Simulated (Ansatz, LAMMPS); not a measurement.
# Amorphous Si0.8Ge0.2 (114 atoms), the last frame of 96 fs of DFT dynamics near 410 K

The starting structure: 114 atoms (91 Si, 23 Ge) placed at random at 2.89 g/cm³, melted at 3500 K for 10 ps at fixed volume with the Tersoff potential (Tersoff, Phys. Rev. B 39, 5566 (1989)). Quenched from 3100 K to 500 K at 50 K/ps and fixed volume, held 5 ps, then minimised at fixed cell.

This is the last frame of 96 fs of DFT dynamics near 410 K. Method: Kohn-Sham DFT, PBE, PAW (set soft_2), plane waves (Ansatz 0.2.0); cutoff 420 eV, Γ point, fermi-dirac smearing of 0.05 eV; density 2.89 g/cm³.

Cell vectors (Å):

```
13.435 0.000 0.000
0.000 13.435 0.000
0.000 0.000 13.435
```

Positions (Å):

```
1 Si 10.565 9.854 8.679
2 Si 8.207 0.105 1.871
3 Si 11.031 11.493 10.538
4 Si 10.681 6.248 6.670
5 Si 6.114 8.796 7.673
6 Si 3.334 5.105 2.280
7 Si 10.731 4.395 3.369
8 Si 8.776 4.791 6.159
9 Si 0.813 9.588 8.550
10 Si 3.883 8.068 10.556
11 Si 4.793 3.144 2.862
12 Si 4.030 9.824 0.464
13 Si 4.966 6.747 1.909
14 Si 0.750 0.737 12.336
15 Si 12.577 1.524 4.330
16 Si 0.889 0.571 8.479
17 Si 0.546 4.993 1.642
18 Si 10.241 8.557 12.210
19 Si 12.652 4.001 13.313
20 Si 1.638 10.590 0.503
21 Si 1.327 6.464 6.478
22 Si 10.233 10.877 5.087
23 Si 3.916 2.895 7.415
24 Si 0.711 4.247 6.186
25 Si 0.654 8.644 13.316
26 Si 3.892 8.812 8.169
27 Si 12.518 11.332 5.566
28 Si 3.169 5.968 9.714
29 Si 5.653 11.402 0.063
30 Si 2.021 3.932 10.345
31 Si 12.252 3.494 9.752
32 Si 6.561 6.748 13.357
33 Si 5.688 13.031 1.766
34 Si 10.576 0.164 9.597
35 Si 9.541 0.132 7.523
36 Si 1.682 2.864 8.040
37 Si 4.458 8.952 2.538
38 Si 3.691 3.715 0.186
39 Si 4.694 5.148 8.003
40 Si 2.778 10.767 7.671
41 Si 12.742 7.471 5.765
42 Si 3.786 11.613 5.500
43 Si 5.995 4.251 0.096
44 Si 7.048 7.616 9.455
45 Si 8.927 10.376 13.090
46 Si 11.465 11.816 1.632
47 Si 2.816 7.870 12.889
48 Si 12.496 10.444 3.262
49 Si 10.468 4.610 12.622
50 Si 2.178 5.506 13.245
51 Si 7.045 6.198 5.307
52 Si 12.180 1.572 0.114
53 Si 9.679 1.176 13.348
54 Si 5.001 1.717 11.228
55 Si 12.766 6.843 10.135
56 Si 4.976 1.270 8.726
57 Si 11.961 8.080 3.519
58 Si 13.129 3.895 3.817
59 Si 0.220 0.069 6.062
60 Si 13.354 10.853 10.339
61 Si 6.489 1.187 5.501
62 Si 12.652 0.551 2.164
63 Si 8.372 9.694 1.954
64 Si 2.360 0.134 5.060
65 Si 6.969 11.103 8.118
66 Si 3.027 9.636 4.342
67 Si 7.108 11.875 10.322
68 Si 9.875 8.423 5.306
69 Si 7.347 3.595 2.104
70 Si 10.656 6.149 9.183
71 Si 10.017 3.989 10.207
72 Si 9.948 6.708 3.546
73 Si 3.278 7.863 6.085
74 Si 5.000 12.713 10.001
75 Si 12.416 9.522 7.091
76 Si 1.526 12.025 11.876
77 Si 9.503 3.026 4.877
78 Si 10.508 12.164 12.821
79 Si 8.676 7.274 1.658
80 Si 0.062 4.884 11.399
81 Si 1.221 7.258 8.828
82 Si 9.726 3.418 1.147
83 Si 7.922 1.842 3.565
84 Si 6.967 10.265 11.976
85 Si 6.014 8.056 11.476
86 Si 6.569 5.292 9.339
87 Si 8.261 0.510 10.115
88 Si 2.685 12.568 9.513
89 Si 2.725 2.203 11.885
90 Si 4.606 6.032 5.867
91 Si 8.594 2.462 11.478
92 Ge 6.078 12.184 3.916
93 Ge 7.025 5.981 2.983
94 Ge 8.439 3.895 8.357
95 Ge 7.418 8.519 5.573
96 Ge 1.742 13.322 2.786
97 Ge 9.236 11.627 2.904
98 Ge 4.262 1.749 5.129
99 Ge 5.547 12.608 6.878
100 Ge 1.336 10.760 2.940
101 Ge 3.747 1.079 1.501
102 Ge 10.961 1.573 6.179
103 Ge 9.406 8.118 9.918
104 Ge 12.574 8.967 11.515
105 Ge 4.161 12.892 12.379
106 Ge 9.136 11.166 7.196
107 Ge 3.162 4.365 4.684
108 Ge 6.459 3.659 11.402
109 Ge 10.657 6.699 0.346
110 Ge 11.924 3.825 7.300
111 Ge 6.520 9.778 3.568
112 Ge 13.030 7.300 1.489
113 Ge 12.770 1.181 10.293
114 Ge 7.345 1.595 7.971
```

**Question.** What force acts on each atom, and what charge does it carry?

Columns: atom, q, fx, fy, fz (forces in eV/Å, q the Löwdin charge in e).

```
1 0.07 -0.184 0.536 -0.011
2 0.07 -0.872 0.703 -0.080
3 0.06 0.552 0.025 -1.039
4 0.01 0.319 0.037 0.297
5 0.05 1.129 1.295 -0.209
6 0.08 -0.446 -0.482 -0.267
7 0.03 0.225 -0.200 -0.387
8 0.11 -0.001 0.813 0.297
9 0.07 0.523 0.584 -0.415
10 0.02 -0.746 -0.416 0.577
11 0.11 -0.186 -0.640 -0.353
12 0.05 -1.774 -0.353 0.071
13 0.05 0.594 0.285 -0.617
14 0.08 -0.536 0.570 -0.330
15 0.07 0.328 -0.038 0.009
16 0.06 0.204 0.325 -0.581
17 0.03 -0.034 0.314 0.067
18 0.09 -0.026 0.230 -0.297
19 0.08 -0.520 -1.270 0.615
20 0.05 1.392 0.523 -0.053
21 0.03 -0.433 0.966 0.814
22 0.11 -0.322 0.004 -0.121
23 0.06 0.363 0.034 -0.155
24 0.06 -0.131 -0.248 -0.596
25 0.07 -0.341 -0.397 -0.365
26 0.04 -0.256 0.088 0.404
27 0.02 -0.128 0.195 -0.319
28 0.05 -0.250 -0.087 -0.628
29 0.03 -0.037 -0.020 0.161
30 0.03 -0.247 0.432 -0.418
31 0.07 0.289 -0.101 0.359
32 0.01 -0.519 -0.834 1.298
33 0.08 0.929 0.206 -0.404
34 0.04 0.308 -0.494 0.456
35 0.12 -0.036 0.207 0.048
36 0.06 -0.227 -0.076 0.525
37 0.05 0.197 -0.153 0.896
38 0.08 0.049 -0.314 0.289
39 0.03 -1.014 -0.570 0.370
40 0.01 -0.382 0.940 0.737
41 0.09 -0.823 0.078 -0.045
42 0.02 -0.845 0.259 -0.003
43 0.09 0.211 0.982 1.106
44 0.07 0.969 -0.423 0.348
45 0.03 0.709 -0.429 0.683
46 -0.02 0.042 1.234 0.432
47 0.06 0.608 0.205 -0.858
48 0.10 -0.399 -0.712 0.521
49 0.01 -0.385 0.080 0.408
50 0.09 -0.108 0.269 0.202
51 0.04 -0.626 -0.443 0.312
52 0.05 0.696 0.949 -0.278
53 0.05 0.161 -0.250 0.266
54 0.07 -0.510 -0.657 -0.517
55 0.05 -0.174 -0.213 0.670
56 0.08 0.289 0.029 0.223
57 0.04 0.569 0.160 0.214
58 0.04 0.026 -0.209 0.432
59 0.05 -0.023 0.136 0.107
60 0.03 0.215 0.747 0.477
61 0.10 0.975 -0.882 -0.014
62 0.04 0.280 -1.183 0.434
63 0.02 -0.433 -0.951 -0.878
64 0.07 0.895 -0.646 0.278
65 0.06 -0.350 -1.038 -0.314
66 0.05 0.407 -0.335 0.057
67 0.06 0.593 -0.011 -0.496
68 0.07 -0.283 -0.267 0.405
69 0.03 -0.309 0.881 -0.482
70 0.06 0.046 0.619 -0.116
71 0.07 0.267 -0.035 0.189
72 0.07 0.781 0.496 0.445
73 0.06 -0.937 0.441 -0.460
74 0.14 -0.851 0.853 0.353
75 0.05 -0.026 -0.348 0.077
76 0.02 0.317 -0.468 -0.645
77 0.05 0.235 -0.360 -0.394
78 0.05 -0.621 -0.198 0.511
79 0.08 -0.541 0.397 -0.136
80 0.00 0.592 0.055 -1.590
81 0.03 0.338 -0.837 -0.510
82 0.04 -0.312 0.390 0.461
83 0.06 -0.143 -0.385 0.359
84 0.07 -0.517 -0.468 -0.222
85 0.03 0.117 0.948 0.060
86 0.07 1.093 -0.966 0.099
87 0.07 0.423 0.182 0.175
88 0.06 -0.853 -0.715 -0.362
89 0.08 0.056 0.378 -0.128
90 0.06 1.452 -0.644 -0.823
91 0.08 0.318 -0.732 0.023
92 -0.01 -0.147 -0.019 1.128
93 0.00 0.076 -0.802 -0.467
94 -0.05 -0.835 -0.033 0.008
95 -0.02 -0.198 0.134 0.419
96 -0.01 -0.631 0.000 -0.767
97 -0.02 1.511 0.485 0.583
98 0.02 -1.320 1.103 0.306
99 0.05 0.020 0.600 -0.275
100 0.02 0.776 0.532 -0.430
101 -0.04 0.096 0.116 0.086
102 -0.06 -0.174 1.069 -0.338
103 -0.04 0.030 -0.733 0.023
104 -0.02 -0.331 -1.213 -0.053
105 0.03 -0.539 0.633 -0.041
106 -0.02 0.227 0.128 0.127
107 0.00 -0.202 -0.093 0.244
108 -0.03 0.420 -0.093 -1.389
109 0.01 0.202 0.612 -0.129
110 0.02 -0.042 0.017 -0.192
111 0.02 -0.089 -0.420 -0.453
112 0.00 -0.773 -0.896 0.369
113 -0.03 -0.105 0.051 -0.345
114 -0.04 0.664 0.237 -0.115
```

The quench rate of 50 K/ps is many orders above laboratory rates, so the cell is likely richer in defects and strain than a real sample. The network of bonds at the start is that of the classical potential that made the cell, and needn't be the one that DFT or experiment would give. Only the Γ point is sampled, in a cell whose shortest periodic width is 13 Å, which is coarse for a cell with partly filled levels. The Löwdin charges lack the electrons that the projection spills, 0.043 e an atom on average.

The r.m.s. force component is 0.543 eV/Å; the longest force, 1.81 eV/Å, acts on Si12.

[Logs are printed without paths, hosts, clocks, repeated set-up lines and the standing remarks that a program may print on its own settings, such as how far it seeks lower states.]

[Hosts, paths, dates, database ids (printed as entryN), source tags and the programs' standing remarks are cut or masked in the printed files.]
